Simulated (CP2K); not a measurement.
Two runs for the O K edge of nitrosooxirane. Run A: CP2K XAS_TDP, all-electron GAPW, PBEh(45%), aug-cc-pVDZ, TDA, no relativity. Run B differs in one setting.

First lines with a strength over 0.0015. A:

```
              atom  energy (eV)  states  strength, one atom
  O1 (bonded to N)       525.74       1              0.0536
                         534.27       1              0.0034
                         534.62       1              0.0029
                         535.41       1              0.0016
                         535.81       1              0.0061
O5 (bonded to 2 C)       529.41       1              0.0207
                         531.26       1              0.0389
                         532.58       1              0.0213
                         533.04       1              0.0031
                         533.96       1              0.0015
```

B:

```
              atom  energy (eV)  states  strength, one atom
  O1 (bonded to N)       530.95       1              0.0531
                         539.48       1              0.0034
                         539.82       1              0.0029
                         540.62       1              0.0016
                         541.01       1              0.0060
O5 (bonded to 2 C)       534.14       1              0.0205
                         535.99       1              0.0386
                         537.31       1              0.0211
                         537.77       1              0.0031
                         538.68       1              0.0015
```

Question: Which was it: the functional, scalar relativity switched on, the basis, GW2X switched on?

GW2X switched on. GW2X shifts an atom's lines together and keeps their spacings. Against PBEh(45%) in aug-cc-pVDZ, the leading lines move by +5.21 eV (O1, to 530.95) and +4.73 eV (O5, to 534.14).

[Banner, clock and machine lines of the logs are left out without a mark of their own.]

[Logs are printed without paths, hosts, clocks, repeated set-up lines and the standing remarks that a program may print on its own settings, such as how far it seeks lower states.]

[Hosts, paths, dates, database ids (printed as entryN), source tags and the programs' standing remarks are cut or masked in the printed files.]
